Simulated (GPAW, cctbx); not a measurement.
# Reading charge transfer from structure factors

Al3GaAs4, P-43m (no. 215), a = 5.7402 Å, b = 5.7402 Å, c = 5.7402 Å, α = 90.00°, β = 90.00°, γ = 90.00°.

| atom | mult. | x | y | z |
| --- | --- | --- | --- | --- |
| As1 | 4 | 0.2486 | 0.2486 | 0.7514 |
| Ga1 | 1 | 1/2 | 1/2 | 1/2 |
| Al1 | 3 | 0 | 0 | 1/2 |

The cell is our own: ordered zincblende alloy in the eight-atom cube, 3 of 4 Ga sites given to Al.

Absolute values of the static structure factors of the conventional cell from DFT (PBE, GPAW) against free spherical atoms, in electrons:

| hkl | d (Å) | free atoms | crystal |
| --- | --- | --- | --- |
| 010 | 5.740 | 16.47 | 16.45 |
| 011 | 4.059 | 17.15 | 17.12 |
| 111 | 3.314 | 126.64 | 127.45 |
| 020 | 2.870 | 54.45 | 54.86 |
| 021 | 2.567 | 16.79 | 16.80 |
| 121 | 2.343 | 15.55 | 15.56 |
| 022 | 2.030 | 146.70 | 146.27 |
| 122 | 1.913 | 13.54 | 13.53 |
| 030 | 1.913 | 16.96 | 16.96 |
| 031 | 1.815 | 14.05 | 14.09 |

**Question.** Which way does charge move, and which reflections show it best?

Project each element's phase sum on the total phase. |F| rises if density moves to atoms that scatter in phase and falls if it moves to atoms that scatter against it; the rule is for low angles, since changes of shape take over beyond. Where all elements are in phase the terms compete, and the compactness of the donor's and the acceptor's density matters too.

| hkl | As in phase | Ga in phase | Al in phase | change (e) | (%) |
| --- | --- | --- | --- | --- | --- |
| 010 | 0.0 | +1.0 | -1.0 | -0.02 | -0.1 |
| 011 | 0.0 | +1.0 | -1.0 | -0.03 | -0.1 |
| 111 | +3.6 | +0.4 | +1.3 | +0.81 | +0.6 |
| 020 | +4.0 | -1.0 | -3.0 | +0.42 | +0.8 |
| 021 | 0.0 | +1.0 | -1.0 | +0.01 | +0.1 |
| 121 | 0.0 | +1.0 | -1.0 | +0.01 | +0.1 |
| 022 | +4.0 | +1.0 | +3.0 | -0.42 | -0.3 |
| 122 | 0.0 | +1.0 | -1.0 | -0.01 | -0.1 |

Low-angle reflections that set elements apart and change by more than 0.05 e: 020 (010, 011, 021, 121 and 122 hardly move and tell little). The sign fits a gain of density on As and a loss on Ga and Al. The best witness is 020, +0.8 %, where As enters with +4.0. The real-space density agrees: Voronoi charges As -0.19, Ga +0.17, Al +0.19 e. The shortest bond, As–Al, has Δρ = +0.14 e/Å³ at its midpoint, a covalent bond charge.
